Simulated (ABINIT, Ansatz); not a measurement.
# Rb2Pd (Fm-3m): G0W0 with ABINIT, start to end, part 3 of 3

Aim: the G0W0 gap of Rb2Pd (Fm-3m) on PBEsol, step by step.

ABINIT 10.8.3; PBEsol and many-body steps on it, plane waves. Known limits of the many-body steps: not at the basis limit; no spin polarisation; d states lean on the start; no spin-orbit coupling; coarse k mesh.

So far. Step 4 (Empty states on the mesh, 2×2×2 mesh, 94 bands): On this mesh the gap is 0.859 eV. Step 5 (Screening, 2×2×2 mesh, 86 bands, screening to 98 eV): Local fields lower ε∞ by 32 %. On a Γ-centred mesh this coarse the value itself is usually too large, while a short band sum pulls it down.

In doubt: a PseudoDojo file used here is known to give poor structures and forces, which bears on pressures, cells, forces and phonons.

**6. Self-energy, 2×2×2 mesh, 86 bands, screening to 98 eV**

The self-energy is evaluated for the states that the input lists, and the levels follow from it, in one-shot runs by the linearised quasiparticle equation.

This step: G0W0 on PBEsol, plane waves, norm-conserving pseudopotentials.

File run.abi:

```
acell 3*1.0 Angstrom
rprim 
  -0.000000000000 4.123218000000 4.123218000000
  4.123218000000 0.000000000000 4.123218000000
  4.123218000000 4.123218000000 0.000000000000
ntypat 2
znucl 37 46
natom 3
typat 1 1 2
xred 
  0.250000000000 0.250000000000 0.250000000000
  0.750000000000 0.750000000000 0.750000000000
  0.000000000000 0.000000000000 0.000000000000
pp_dirpath "pseudos"
pseudos "Rb.upf, Pd.upf"
ecut 37
ngkpt 2 2 2
nshiftk 1
shiftk 0 0 0
kptopt 1
chksymbreak 0
istwfk *1
occopt 1
irdwfk 1
optdriver 4
nband 86
gwcalctyp 0
ecutsigx 37
symsigma 1
nkptgw 3
kptgw 
  0.5000000000 0.5000000000 0.0000000000
  0.5000000000 0.0000000000 0.0000000000
  0.0000000000 0.0000000000 0.0000000000
bdgw 
  17 20
  16 21
  16 21
ecuteps 3.6
irdscr 1
ppmodel 1
indata_prefix "in"
outdata_prefix "out"
tmpdata_prefix "tmp"
```

Started as:

```sh
$ OMP_NUM_THREADS=1 mpirun -n 4 abinit run.abi > log
```

Numbers of over 12 decimals in the logs are rounded to 6 here.

The program printed:

```text
.Version 10.8.3 of ABINIT. v10.8.2 released Aug 2026.

 Symmetries : space group Fm -3 m (#225); Bravais cF (face-center cubic)
[... echo of the input left out ...]
== DATASET  1 ==================================================================
-   mpi_nproc: 4, omp_nthreads: 1 (-1 if OMP is not activated)

--- !DatasetInfo
iteration_state: {dtset: 1, }
dimensions: {natom: 3, nkpt: 3, mband: 86, nsppol: 1, nspinor: 1, nspden: 1, mpw: 10200, }
cutoff_energies: {ecut:  37.0, pawecutdg:  -1.0, }
electrons: {nelect:   3.60000000E+01, charge:   0.00000000E+00, occopt:   1.00000000E+00, tsmear:   1.00000000E-02, }

 SIGMA: Calculation of the GW corrections

 Based on a program developped by R.W. Godby, V. Olevano, G. Onida, and L. Reining.
 Incorporated in ABINIT by V. Olevano, G.-M. Rignanese, and M. Torrent.
.Using double precision arithmetic ; gwpc =  8

[... cell and pseudopotentials left out ...]
--------------------------------------------------------------------------------

 ==== K-mesh for the wavefunctions ====
 Number of points in the irreducible wedge :     3
[... list of points left out ...]
 Together with 48 symmetry operations and time-reversal symmetry
 yields     8 points in the full Brillouin Zone.

 ==== Q-mesh for screening function ====
 Number of points in the irreducible wedge :     3
[... list of points left out ...]
 Together with 48 symmetry operations and time-reversal symmetry
 yields     8 points in the full Brillouin Zone.

 vcoul_init : cutoff-mode = AUXILIARY_FUNCTION
 q-points for optical limit:   1
     1)      0.000010    0.000020    0.000030
 setmesh: FFT mesh size selected  =    64x   64x   64
          total number of points  =       262144

 Number of electrons calculated from density =   36.0000; Expected =   36.0000
 average of density, n =  0.038051
 r_s =    1.8444
 omega_plasma =   18.8165 [eV]

 === KS Band Gaps ===
  >>>> For spin  1
   Minimum direct gap =   0.8896 [eV], located at k-point      :   0.5000  0.5000  0.0000
   Fundamental gap    =   0.8589 [eV], Top of valence bands at :   0.5000  0.5000  0.0000
                                       Bottom of conduction at :   0.5000  0.0000  0.0000
 SIGMA fundamental parameters:
 PLASMON POLE MODEL  1
 number of plane-waves for SigmaX                10081
 number of plane-waves for SigmaC and W            331
 number of plane-waves for wavefunctions         10081
 number of bands                                    86
 number of independent spin polarizations            1
 number of spinorial components                      1
 number of k-points in IBZ                           3
 number of q-points in IBZ                           3
 number of symmetry operations                      48
 number of k-points in BZ                            8
 number of q-points in BZ                            8
 number of frequencies for dSigma/dE                 9
 frequency step for dSigma/dE [eV]                0.25
 number of omega for Sigma on real axis              0
 max omega for Sigma on real axis  [eV]           0.00
 zcut for avoiding poles [eV]                     0.10

 EPSILON^-1 parameters (SCR file):
 dimension of the eps^-1 matrix on file            331
 dimension of the eps^-1 matrix used               331
 number of plane-waves for wavefunctions         10081
 number of bands                                    86
 number of q-points in IBZ                           3
 number of frequencies                               2
 number of real frequencies                          1
 number of imag frequencies                          1

 matrix elements of self-energy operator (all in [eV])

 Perturbative Calculation

--- !SelfEnergy_ee
iteration_state: {dtset: 1, }
kpoint     : [   0.500,    0.500,    0.000, ]
spin       : 1
KS_gap     :    0.890
QP_gap     :    1.665
Delta_QP_KS:    0.775
data: !SigmaeeData |
     Band     E0 <VxcDFT>   SigX SigC(E0)      Z dSigC/dE  Sig(E)    E-E0       E
       17   0.844 -21.418 -26.331   5.119   0.696  -0.437 -21.274   0.143   0.987
       18   1.335  -9.673 -10.318   0.353   0.766  -0.306  -9.896  -0.224   1.112
       19   2.225  -6.868  -3.364  -2.804   0.787  -0.271  -6.317   0.551   2.776
       20   3.809  -7.522  -4.450  -2.832   0.785  -0.273  -7.334   0.188   3.997

--- !SelfEnergy_ee
iteration_state: {dtset: 1, }
kpoint     : [   0.500,    0.000,    0.000, ]
spin       : 1
KS_gap     :    1.190
QP_gap     :    1.642
Delta_QP_KS:    0.452
data: !SigmaeeData |
     Band     E0 <VxcDFT>   SigX SigC(E0)      Z dSigC/dE  Sig(E)    E-E0       E
       16   0.813 -21.358 -26.412   5.233   0.696  -0.437 -21.233   0.124   0.938
       17   0.813 -21.358 -26.412   5.233   0.696  -0.437 -21.233   0.124   0.938
       18   1.004 -13.070 -15.087   1.847   0.744  -0.343 -13.196  -0.126   0.879
       19   2.194  -6.255  -3.035  -2.807   0.791  -0.265  -5.929   0.326   2.520
       20   4.586  -8.161  -4.103  -2.946   0.780  -0.282  -7.294   0.867   5.453
       21   4.586  -8.161  -4.103  -2.946   0.780  -0.282  -7.294   0.867   5.453

--- !SelfEnergy_ee
iteration_state: {dtset: 1, }
kpoint     : [   0.000,    0.000,    0.000, ]
spin       : 1
KS_gap     :    3.013
QP_gap     :    3.636
Delta_QP_KS:    0.623
data: !SigmaeeData |
     Band     E0 <VxcDFT>   SigX SigC(E0)      Z dSigC/dE  Sig(E)    E-E0       E
       16   0.839 -21.484 -26.554   5.255   0.696  -0.437 -21.356   0.128   0.968
       17   0.839 -21.484 -26.554   5.255   0.696  -0.437 -21.356   0.128   0.968
       18   0.839 -21.484 -26.554   5.255   0.696  -0.437 -21.356   0.128   0.968
       19   3.852  -7.445  -3.579  -2.910   0.787  -0.271  -6.693   0.752   4.604
       20   3.852  -7.445  -3.579  -2.910   0.787  -0.271  -6.693   0.752   4.604
       21   3.852  -7.445  -3.579  -2.910   0.787  -0.271  -6.693   0.752   4.604

 New Fermi energy :        6.673534E-02 Ha ,    1.815961E+00 eV

 === QP Band Gaps ===
  >>>> For spin  1
   Minimum direct gap =   1.6415 [eV], located at k-point      :   0.5000  0.0000  0.0000
   Fundamental gap    =   1.4083 [eV], Top of valence bands at :   0.5000  0.5000  0.0000
                                       Bottom of conduction at :   0.5000  0.0000  0.0000

== END DATASET(S) ==============================================================
================================================================================

 -outvars: echo values of variables after computation  --------
           etotal      0.0000000000E+00
            nband          86
             nkpt           3
          spgroup         225
 [... the other variables as echoed above ...]

 Calculation completed.
```

The job ended after 20 s (4 MPI ranks of Arm Neoverse N1, shared host; peak memory 1.3 GiB).

Numbers from this step:

```
G0W0 gap on the points computed              : 1.408 eV
starting gap on the mesh                     : 0.8591 eV
k of the valence top                         : 0.5, 0.5, 0
k of the conduction bottom                   : 0.5, 0, 0
Z at the valence top                         : 0.766
Z at the conduction bottom                   : 0.791
least direct G0W0 gap on the computed points : 1.582 eV
```

The gap on the mesh goes from 0.86 eV to 1.41 eV, a correction of +0.55 eV.

Limits: finite bands, cutoff and mesh; no spin polarisation; d states lean on the start; no spin-orbit coupling; coarse k mesh. v1 is the top filled band, c1 the lowest empty one. The levels before and after the correction (eV, zero at the valence-band top of each column):

```
           conduction bottom  valence top
Kohn-Sham               0.86         0.00
     G0W0               1.41         0.00
```

|  | level | energy (eV) |
| --- | --- | --- |
| Kohn-Sham | (0.5 0.5 0) v2 | -0.491 |
| Kohn-Sham | (0.5 0.5 0) v1 | 0.000 |
| Kohn-Sham | (0.5 0.5 0) c1 | 0.890 |
| Kohn-Sham | (0.5 0.5 0) c2 | 2.474 |
| Kohn-Sham | (0.5 0 0) v3-v2 | -0.522 |
| Kohn-Sham | (0.5 0 0) v1 | -0.331 |
| Kohn-Sham | (0.5 0 0) c1 | 0.859 |
| Kohn-Sham | (0.5 0 0) c2-c3 | 3.251 |
| G0W0 | (0.5 0.5 0) v2 | -0.125 |
| G0W0 | (0.5 0.5 0) v1 | 0.000 |
| G0W0 | (0.5 0.5 0) c1 | 1.664 |
| G0W0 | (0.5 0.5 0) c2 | 2.885 |
| G0W0 | (0.5 0 0) v3-v2 | -0.174 |
| G0W0 | (0.5 0 0) v1 | -0.233 |
| G0W0 | (0.5 0 0) c1 | 1.408 |
| G0W0 | (0.5 0 0) c2-c3 | 4.341 |

**7. Where the time went**

Times are wall times on 4 MPI ranks of Arm Neoverse N1, shared host, good to a factor of about two.

```csv
step,time,share,memory (GiB)
ground state,56 s,24 %,0.59
bands along the symmetry lines,94 s,40 %,0.53
empty states on the mesh,45 s,19 %,0.4
screening,18 s,8 %,1.1
self-energy,20 s,9 %,1.3
```

**8. What came out**

```
PBEsol gap           : 0.86 eV, indirect (only 35 meV under the direct gap)
G0W0 gap on the mesh : 1.41 eV
GW settings          : 2×2×2 mesh, 86 bands, screening to 98 eV, Godby-Needs plasmon pole
known limits         : not at the basis limit; no spin polarisation; d states lean on the start; no spin-orbit coupling; coarse k mesh
```

In words: G0W0 moves the gap on the mesh from 0.86 eV to 1.41 eV (+0.55 eV), with Z of 0.77 and 0.79 at the edges. Local fields lower the RPA ε∞ on this mesh from 32.02 to 21.81; a Γ-centred mesh this coarse tends to raise both, most where the direct gap is narrow, while a short band sum lowers them. The dearest step here is «bands along the symmetry lines». Bands and cutoff are finite, so the gap is not at the basis limit. The miss can reach some tenths of an eV and take either sign; the mesh is an error of its own. The 2×2×2 mesh is coarse for this cell, which bears on the long-range parts of exchange and screening. The runs have no spin polarisation. For a closed low-spin shell that is the natural state; where a d or f shell is open it is a constraint, and the gap is then not the crystal's own. With d states at the gap, one-shot GW leans hard on its start. The many-body steps are scalar-relativistic: spin-orbit coupling is not in them.

[Paths, hosts, dates, memory and timing lines, banners, echoed tables and standing remarks are left out of the program output.]

[Logs are printed without paths, hosts, clocks, repeated set-up lines and the standing remarks that a program may print on its own settings, such as how far it seeks lower states.]

[Runs of the session that timed out or met a known fault of the program may be left out.]

[Hosts, paths, dates, database ids (printed as entryN), source tags and the programs' standing remarks are cut or masked in the printed files.]

[G0W0 gaps are taken among the corrected bands and points alone; a level outside them can change the order at an edge.]

[Where Ansatz stands beside ABINIT at settings called matched, ABINIT's density can come from a denser mesh and the files from another edition; pairs whose starting gaps differed by over 0.03 eV were left out, so agreement reads better than it is.]
